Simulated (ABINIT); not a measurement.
# How the form of the self-energy moves the gap of TlIO3 (R3m)

Wanted: the gap of TlIO3 (R3m) under several approximations, with cost.

Program: ABINIT 10.8.3. Level of theory: PBEsol and many-body steps on it, plane waves. Results are calculated unless marked as measured.

### Step 1. The starting structure

It takes space group R3m (No. 160, trigonal). Conventional cell: a = 6.302 Å, b = 6.302 Å, c = 7.966 Å, α = 90.00°, β = 90.00°, γ = 120.00°. Nearest to Tl lie 3 O at 2.94 Å. Nearest to I lie 3 O at 1.82 Å. Nearest to O lie 1 I at 1.82 Å. Farther neighbours and most contacts between anions are not listed.

The cell and positions are those that the Materials Project relaxed with its own functionals (PBE, PBE+U or r2SCAN), kept fixed. Spin-orbit coupling is left out unless a step names it.

### Step 2. Empty states on the mesh, 2×2×2 mesh, 95 bands

This step: ABINIT 10.8.3; DFT, PBEsol, plane waves, norm-conserving pseudopotentials.

The sums over transitions need many empty states on a uniform mesh; this step solves for them.

run.abi reads:

```
acell 3*1.0 Angstrom
rprim 
  3.150792580489 1.819110944506 2.655433585300
  -3.150792580489 1.819110944506 2.655433585300
  0.000000000000 -3.638221889012 2.655433585300
ntypat 3
znucl 81 53 8
natom 5
typat 1 2 3 3 3
xred 
  0.008750850000 0.008750850000 0.008750850000
  0.501867330000 0.501867330000 0.501867330000
  0.903287650000 0.461897090000 0.461897090000
  0.461897090000 0.903287650000 0.461897090000
  0.461897090000 0.461897090000 0.903287650000
pp_dirpath "pseudos"
pseudos "Tl.upf, I.upf, O.upf"
ecut 36
ngkpt 2 2 2
nshiftk 1
shiftk 0 0 0
kptopt 1
chksymbreak 0
iscf -2
irdden 1
istwfk *1
nband 95
nbdbuf 8
tolwfr 1e-09
nstep 60
prtvol 0
indata_prefix "in"
outdata_prefix "out"
tmpdata_prefix "tmp"
```

Run with:

```console
$ OMP_NUM_THREADS=1 mpirun -n 4 abinit run.abi > log
```

Numbers of over 12 decimals in the logs are rounded to 6 here.

The program printed:

```text
.Version 10.8.3 of ABINIT. v10.8.2 released Aug 2026.

 Symmetries : space group R3 m (#160); Bravais hR (rhombohedral)
[... echo of the input left out ...]
== DATASET  1 ==================================================================
-   mpi_nproc: 4, omp_nthreads: 1 (-1 if OMP is not activated)

--- !DatasetInfo
iteration_state: {dtset: 1, }
dimensions: {natom: 5, nkpt: 4, mband: 95, nsppol: 1, nspinor: 1, nspden: 1, mpw: 6360, }
cutoff_energies: {ecut:  36.0, pawecutdg:  -1.0, }
[...]
1.43723    1.43723    1.44278    1.46986    1.46986    1.48726    1.49596    1.49596
   1.51689    1.55290    1.55290    1.56105    1.56128    1.56128    1.60101    1.60101
   1.63464    1.68079    1.68079    1.73483    1.75998    1.81980    1.83032
 prteigrs : prtvol=0 or 1, do not print more k-points.

== END DATASET(S) ==============================================================
================================================================================

 -outvars: echo values of variables after computation  --------
            nband          95
             nkpt           4
          spgroup         160
 [... the other variables as echoed above ...]

 Calculation completed.
```

Run time: 18 s. Hardware: 4 MPI ranks of AMD EPYC 7R13 (Zen 3), shared host; peak memory 0.37 GiB; 73 s of CPU time.

Numbers from this step:

- gap: 2.682 eV
- k of the valence top: 0.5, 0.5, 0.5
- k of the conduction bottom: 0.5, 0.5, 0.5
- least direct gap: 2.682 eV
- k points computed: 4
- lowest point of the top converged band, above the valence top: 41.59 eV

On this mesh the gap is 2.682 eV.

The density comes from a self-consistent run that is not shown.

### Step 3. Screening, 2×2×2 mesh, 87 bands, screening to 122.5 eV

The RPA dielectric matrix is built and inverted for each q.

This step: RPA screening on PBEsol, plane waves, norm-conserving pseudopotentials.

Edit run.abi of step 2 so:

```diff
@@ -23,10 +23,11 @@
 chksymbreak 0
-iscf -2
-irdden 1
 istwfk *1
-nband 95
-nbdbuf 8
-tolwfr 1e-09
-nstep 60
-prtvol 0
+occopt 1
+irdwfk 1
+optdriver 3
+nband 87
+ecuteps 4.5
+inclvkb 2
+awtr 1
+symchi 1
 indata_prefix "in"
```

The program printed:

```text
.Version 10.8.3 of ABINIT. v10.8.2 released Aug 2026.

 Symmetries : space group R3 m (#160); Bravais hR (rhombohedral)
[... echo of the input left out ...]
== DATASET  1 ==================================================================
-   mpi_nproc: 4, omp_nthreads: 1 (-1 if OMP is not activated)

--- !DatasetInfo
iteration_state: {dtset: 1, }
dimensions: {natom: 5, nkpt: 4, mband: 87, nsppol: 1, nspinor: 1, nspden: 1, mpw: 6360, }
cutoff_energies: {ecut:  36.0, pawecutdg:  -1.0, }
electrons: {nelect:   3.80000000E+01, charge:   0.00000000E+00, occopt:   1.00000000E+00, tsmear:   1.00000000E-02, }

 SCREENING: Calculation of the susceptibility and dielectric matrices

 Based on a program developped by R.W. Godby, V. Olevano, G. Onida, and L. Reining.
 Incorporated in ABINIT by V. Olevano, G.-M. Rignanese, and M. Torrent.
.Using double precision arithmetic ; gwpc =  8

[... cell and pseudopotentials left out ...]
--------------------------------------------------------------------------------

 ==== K-mesh for the wavefunctions ====
 Number of points in the irreducible wedge :     4
[... list of points left out ...]
 Together with  6 symmetry operations and time-reversal symmetry
 yields     8 points in the full Brillouin Zone.

 ==== Q-mesh for the screening function ====
 Number of points in the irreducible wedge :     4
[... list of points left out ...]
 Together with  6 symmetry operations and time-reversal symmetry
 yields     8 points in the full Brillouin Zone.

 setmesh: FFT mesh size selected  =    32x   32x   32
          total number of points  =        32768

 vcoul_init : cutoff-mode = AUXILIARY_FUNCTION
 q-points for optical limit:   1
     1)      0.000010    0.000020    0.000030

- screening: taking advantage of time-reversal symmetry
- Maximum band index for partially occupied states nbvw = 19
- Remaining bands to be divided among processors   nbcw = 68
- Number of bands treated by each node ~17

 Number of electrons calculated from density =   38.0000; Expected =   38.0000
 average of density, n =  0.061663
 r_s =    1.5702
 omega_plasma =   23.9533 [eV]

 calculating chi0 at frequencies [eV] :
  1    0.000000E+00    0.000000E+00
  2    0.000000E+00    2.395335E+01

--------------------------------------------------------------------------------
  q-point number  1        q = ( 0.000000, 0.000000, 0.000000) [r.l.u.]
--------------------------------------------------------------------------------
[... chi0 elements left out ...]
 For q-point:  0.000010 0.000020 0.000030
  dielectric constant =   5.1595
  dielectric constant without local fields =   6.2399

  Average fulfillment of the sum rule on Im[epsilon] for q-point    1 :     56.15  [%]
[... wings left out ...]
  q-point number  2        q = ( 0.500000, 0.000000, 0.000000) [r.l.u.]
--------------------------------------------------------------------------------
[... chi0 elements left out ...]
  Average fulfillment of the sum rule on Im[epsilon] for q-point    2 :     68.25  [%]

 [... 2 further q-points ...]
```

Wall time 9.1 s (4 MPI ranks); peak memory 0.8 GiB.

This step gave:

```
ε∞ with local fields, on this mesh, along the program's q direction : 5.160
the same without local fields                                       : 6.240
plasma frequency                                                    : 23.95 eV
plane waves in the screening matrix                                 : 263
```

Local fields lower ε∞ by 17 %. On a Γ-centred mesh this coarse the value itself is usually too large, while a short band sum pulls it down.

### Step 4. G0W0, Godby-Needs plasmon pole

The self-energy is evaluated for the states that the input lists, and the levels follow from it, in one-shot runs by the linearised quasiparticle equation.

This step: G0W0 on PBEsol, plane waves, norm-conserving pseudopotentials.

Edit run.abi of step 3 so:

```diff
@@ -26,8 +26,17 @@
 irdwfk 1
-optdriver 3
+optdriver 4
 nband 87
+gwcalctyp 0
+ecutsigx 36
+symsigma 1
+nkptgw 2
+kptgw 
+  0.5000000000 0.5000000000 0.5000000000
+  0.0000000000 0.0000000000 0.0000000000
+bdgw 
+  18 21
+  18 22
 ecuteps 4.5
-inclvkb 2
-awtr 1
-symchi 1
+irdscr 1
+ppmodel 1
 indata_prefix "in"
```

The program printed:

```text
.Version 10.8.3 of ABINIT. v10.8.2 released Aug 2026.

 Symmetries : space group R3 m (#160); Bravais hR (rhombohedral)
[... echo of the input left out ...]
== DATASET  1 ==================================================================
-   mpi_nproc: 4, omp_nthreads: 1 (-1 if OMP is not activated)

--- !DatasetInfo
iteration_state: {dtset: 1, }
dimensions: {natom: 5, nkpt: 4, mband: 87, nsppol: 1, nspinor: 1, nspden: 1, mpw: 6360, }
cutoff_energies: {ecut:  36.0, pawecutdg:  -1.0, }
electrons: {nelect:   3.80000000E+01, charge:   0.00000000E+00, occopt:   1.00000000E+00, tsmear:   1.00000000E-02, }

 SIGMA: Calculation of the GW corrections

 Based on a program developped by R.W. Godby, V. Olevano, G. Onida, and L. Reining.
 Incorporated in ABINIT by V. Olevano, G.-M. Rignanese, and M. Torrent.
.Using double precision arithmetic ; gwpc =  8

[... cell and pseudopotentials left out ...]
--------------------------------------------------------------------------------

 ==== K-mesh for the wavefunctions ====
 Number of points in the irreducible wedge :     4
[... list of points left out ...]
 Together with  6 symmetry operations and time-reversal symmetry
 yields     8 points in the full Brillouin Zone.

 ==== Q-mesh for screening function ====
 Number of points in the irreducible wedge :     4
[... list of points left out ...]
 Together with  6 symmetry operations and time-reversal symmetry
 yields     8 points in the full Brillouin Zone.

 vcoul_init : cutoff-mode = AUXILIARY_FUNCTION
 q-points for optical limit:   1
     1)      0.000010    0.000020    0.000030
 setmesh: FFT mesh size selected  =    45x   45x   45
          total number of points  =        91125

 Number of electrons calculated from density =   38.0000; Expected =   38.0000
 average of density, n =  0.061663
 r_s =    1.5702
 omega_plasma =   23.9533 [eV]

 === KS Band Gaps ===
  >>>> For spin  1
   Minimum direct gap =   2.6822 [eV], located at k-point      :   0.5000  0.5000  0.5000
   Fundamental gap    =   2.6822 [eV], Top of valence bands at :   0.5000  0.5000  0.5000
                                       Bottom of conduction at :   0.5000  0.5000  0.5000
 SIGMA fundamental parameters:
 PLASMON POLE MODEL  1
 number of plane-waves for SigmaX                 6355
 number of plane-waves for SigmaC and W            263
 number of plane-waves for wavefunctions          6355
 number of bands                                    87
 number of independent spin polarizations            1
 number of spinorial components                      1
 number of k-points in IBZ                           4
 number of q-points in IBZ                           4
 number of symmetry operations                       6
 number of k-points in BZ                            8
 number of q-points in BZ                            8
 number of frequencies for dSigma/dE                 9
 frequency step for dSigma/dE [eV]                0.25
 number of omega for Sigma on real axis              0
 max omega for Sigma on real axis  [eV]           0.00
 zcut for avoiding poles [eV]                     0.10

 EPSILON^-1 parameters (SCR file):
 dimension of the eps^-1 matrix on file            263
 dimension of the eps^-1 matrix used               263
 number of plane-waves for wavefunctions          6355
 number of bands                                    87
 number of q-points in IBZ                           4
 number of frequencies                               2
 number of real frequencies                          1
 number of imag frequencies                          1

 matrix elements of self-energy operator (all in [eV])

 Perturbative Calculation

--- !SelfEnergy_ee
iteration_state: {dtset: 1, }
kpoint     : [   0.500,    0.500,    0.500, ]
spin       : 1
KS_gap     :    2.682
QP_gap     :    4.125
Delta_QP_KS:    1.443
data: !SigmaeeData |
     Band     E0 <VxcDFT>   SigX SigC(E0)      Z dSigC/dE  Sig(E)    E-E0       E
       18   1.477 -19.451 -24.696   5.196   0.751  -0.331 -19.488  -0.037   1.440
       19   1.972 -16.064 -19.486   3.147   0.789  -0.268 -16.281  -0.217   1.755
       20   4.654 -13.322  -9.157  -2.652   0.810  -0.234 -12.096   1.226   5.880
       21   4.654 -13.322  -9.157  -2.652   0.810  -0.234 -12.096   1.226   5.880

--- !SelfEnergy_ee
iteration_state: {dtset: 1, }
kpoint     : [   0.000,    0.000,    0.000, ]
spin       : 1
KS_gap     :    7.453
QP_gap     :    8.537
Delta_QP_KS:    1.084
data: !SigmaeeData |
     Band     E0 <VxcDFT>   SigX SigC(E0)      Z dSigC/dE  Sig(E)    E-E0       E
       18   0.664 -18.091 -22.997   4.736   0.757  -0.322 -18.219  -0.128   0.536
       19   0.981 -18.694 -24.115   5.251   0.750  -0.333 -18.822  -0.128   0.853
       20   8.434 -10.108  -5.948  -3.019   0.838  -0.194  -9.152   0.956   9.390
       21   8.707 -15.242 -10.298  -2.987   0.791  -0.264 -13.694   1.547  10.255
       22   8.707 -15.242 -10.298  -2.987   0.791  -0.264 -13.694   1.547  10.255

== END DATASET(S) ==============================================================
================================================================================

 -outvars: echo values of variables after computation  --------
           etotal      0.0000000000E+00
            nband          87
             nkpt           4
          spgroup         160
 [... the other variables as echoed above ...]

 Calculation completed.
```

Wall time 6.1 s (4 MPI ranks); peak memory 0.35 GiB; 23 s of CPU time.

Numbers from this step:

| Property | Result |
| --- | --- |
| G0W0 gap on the points computed | 4.125 eV |
| starting gap on the mesh | 2.682 eV |
| k of the valence top | 0.5, 0.5, 0.5 |
| k of the conduction bottom | 0.5, 0.5, 0.5 |
| Z at the valence top | 0.789 |
| Z at the conduction bottom | 0.81 |
| least direct G0W0 gap on the computed points | 4.125 eV |

The gap on the mesh goes from 2.68 eV to 4.12 eV, a correction of +1.44 eV.

### Step 5. G0W0, Hybertsen-Louie plasmon pole

Edit run.abi of step 4 so:

```diff
@@ -40,3 +40,3 @@
 irdscr 1
-ppmodel 1
+ppmodel 2
 indata_prefix "in"
```

The program printed:

```text
.Version 10.8.3 of ABINIT. v10.8.2 released Aug 2026.

 Symmetries : space group R3 m (#160); Bravais hR (rhombohedral)
[... echo of the input left out ...]
== DATASET  1 ==================================================================
-   mpi_nproc: 4, omp_nthreads: 1 (-1 if OMP is not activated)

--- !DatasetInfo
iteration_state: {dtset: 1, }
dimensions: {natom: 5, nkpt: 4, mband: 87, nsppol: 1, nspinor: 1, nspden: 1, mpw: 6360, }
cutoff_energies: {ecut:  36.0, pawecutdg:  -1.0, }
electrons: {nelect:   3.80000000E+01, charge:   0.00000000E+00, occopt:   1.00000000E+00, tsmear:   1.00000000E-02, }

 SIGMA: Calculation of the GW corrections

 Based on a program developped by R.W. Godby, V. Olevano, G. Onida, and L. Reining.
 Incorporated in ABINIT by V. Olevano, G.-M. Rignanese, and M. Torrent.
.Using double precision arithmetic ; gwpc =  8

[... cell and pseudopotentials left out ...]
--------------------------------------------------------------------------------

 ==== K-mesh for the wavefunctions ====
 Number of points in the irreducible wedge :     4
[... list of points left out ...]
 Together with  6 symmetry operations and time-reversal symmetry
 yields     8 points in the full Brillouin Zone.

 ==== Q-mesh for screening function ====
 Number of points in the irreducible wedge :     4
[... list of points left out ...]
 Together with  6 symmetry operations and time-reversal symmetry
 yields     8 points in the full Brillouin Zone.

 vcoul_init : cutoff-mode = AUXILIARY_FUNCTION
 q-points for optical limit:   1
     1)      0.000010    0.000020    0.000030
 setmesh: FFT mesh size selected  =    45x   45x   45
          total number of points  =        91125

 Number of electrons calculated from density =   38.0000; Expected =   38.0000
[...]
number of omega for Sigma on real axis              0
 max omega for Sigma on real axis  [eV]           0.00
 zcut for avoiding poles [eV]                     0.10

 EPSILON^-1 parameters (SCR file):
 dimension of the eps^-1 matrix on file            263
 dimension of the eps^-1 matrix used               263
 number of plane-waves for wavefunctions          6355
 number of bands                                    87
 number of q-points in IBZ                           4
 number of frequencies                               2
 number of real frequencies                          1
 number of imag frequencies                          1

 matrix elements of self-energy operator (all in [eV])

 Perturbative Calculation

--- !SelfEnergy_ee
iteration_state: {dtset: 1, }
kpoint     : [   0.500,    0.500,    0.500, ]
spin       : 1
KS_gap     :    2.682
QP_gap     :    4.228
Delta_QP_KS:    1.546
data: !SigmaeeData |
     Band     E0 <VxcDFT>   SigX SigC(E0)      Z dSigC/dE  Sig(E)    E-E0       E
       18   1.477 -19.451 -24.696   4.696   0.824  -0.214 -19.903  -0.452   1.025
       19   1.972 -16.064 -19.486   2.948   0.842  -0.188 -16.462  -0.399   1.573
       20   4.654 -13.322  -9.157  -2.820   0.853  -0.172 -12.175   1.147   5.801
[...]
--- !SelfEnergy_ee
iteration_state: {dtset: 1, }
kpoint     : [   0.000,    0.000,    0.000, ]
spin       : 1
KS_gap     :    7.453
QP_gap     :    8.878
Delta_QP_KS:    1.425
data: !SigmaeeData |
     Band     E0 <VxcDFT>   SigX SigC(E0)      Z dSigC/dE  Sig(E)    E-E0       E
[...]
21   8.707 -15.242 -10.298  -2.992   0.838  -0.194 -13.608   1.634  10.342
       22   8.707 -15.242 -10.298  -2.992   0.838  -0.194 -13.608   1.634  10.342

== END DATASET(S) ==============================================================
================================================================================

 -outvars: echo values of variables after computation  --------
           etotal      0.0000000000E+00
            nband          87
             nkpt           4
          spgroup         160
 [... the other variables as echoed above ...]

 Calculation completed.
```

The job ended after 5.8 s (4 MPI ranks; peak memory 0.52 GiB; 23 s of CPU time).

Numbers from this step:

```
G0W0 gap on the points computed              : 4.228 eV
starting gap on the mesh                     : 2.682 eV
k of the valence top                         : 0.5, 0.5, 0.5
k of the conduction bottom                   : 0.5, 0.5, 0.5
Z at the valence top                         : 0.842
Z at the conduction bottom                   : 0.853
least direct G0W0 gap on the computed points : 4.228 eV
```

Against G0W0 in ABINIT (2×2×2 mesh, 87 bands, screening to 122.5 eV, Godby-Needs plasmon pole), the gap moves by +0.103 eV.

### Step 6. G0W0, von der Linden-Horsch plasmon pole

Edit run.abi of step 5 so:

```diff
@@ -40,3 +40,3 @@
 irdscr 1
-ppmodel 2
+ppmodel 3
 indata_prefix "in"
```

The program printed:

```text
.Version 10.8.3 of ABINIT. v10.8.2 released Aug 2026.

 Symmetries : space group R3 m (#160); Bravais hR (rhombohedral)
[... echo of the input left out ...]
== DATASET  1 ==================================================================
-   mpi_nproc: 4, omp_nthreads: 1 (-1 if OMP is not activated)

--- !DatasetInfo
iteration_state: {dtset: 1, }
dimensions: {natom: 5, nkpt: 4, mband: 87, nsppol: 1, nspinor: 1, nspden: 1, mpw: 6360, }
cutoff_energies: {ecut:  36.0, pawecutdg:  -1.0, }
[...]
Band     E0 <VxcDFT>   SigX SigC(E0)      Z dSigC/dE  Sig(E)    E-E0       E
[...]
21   8.707 -15.242 -10.298  -2.931   0.861  -0.161 -13.509   1.733  10.440
       22   8.707 -15.242 -10.298  -2.931   0.861  -0.161 -13.509   1.733  10.440

== END DATASET(S) ==============================================================
================================================================================

 -outvars: echo values of variables after computation  --------
           etotal      0.0000000000E+00
            nband          87
             nkpt           4
          spgroup         160
 [... the other variables as echoed above ...]

 Calculation completed.
```

It took 4.5 s on 4 MPI ranks; peak memory 0.52 GiB.

This step gave:

```yaml
g0w0_gap_on_the_points_computed: 4.223 eV
starting_gap_on_the_mesh: 2.682 eV
k_of_the_valence_top: 0.5, 0.5, 0.5
k_of_the_conduction_bottom: 0.5, 0.5, 0.5
least_direct_g0w0_gap_on_the_computed_points: 4.223 eV
```

Against G0W0 in ABINIT (2×2×2 mesh, 87 bands, screening to 122.5 eV, Godby-Needs plasmon pole), the gap moves by +0.098 eV.

(Continued in part 2 of 2.)

[Paths, hosts, dates, memory and timing lines, banners, echoed tables and standing remarks are left out of the program output.]

[Logs are printed without paths, hosts, clocks, repeated set-up lines and the standing remarks that a program may print on its own settings, such as how far it seeks lower states.]

[Runs of the session that timed out or met a known fault of the program may be left out.]

[No measured gap is set beside runs whose start may be inverted or whose files or cutoffs have a known fault.]

[Hosts, paths, dates, database ids (printed as entryN), source tags and the programs' standing remarks are cut or masked in the printed files.]

[G0W0 gaps are taken among the corrected bands and points alone; a level outside them can change the order at an edge.]

[Where Ansatz stands beside ABINIT at settings called matched, ABINIT's density can come from a denser mesh and the files from another edition; pairs whose starting gaps differed by over 0.03 eV were left out, so agreement reads better than it is.]
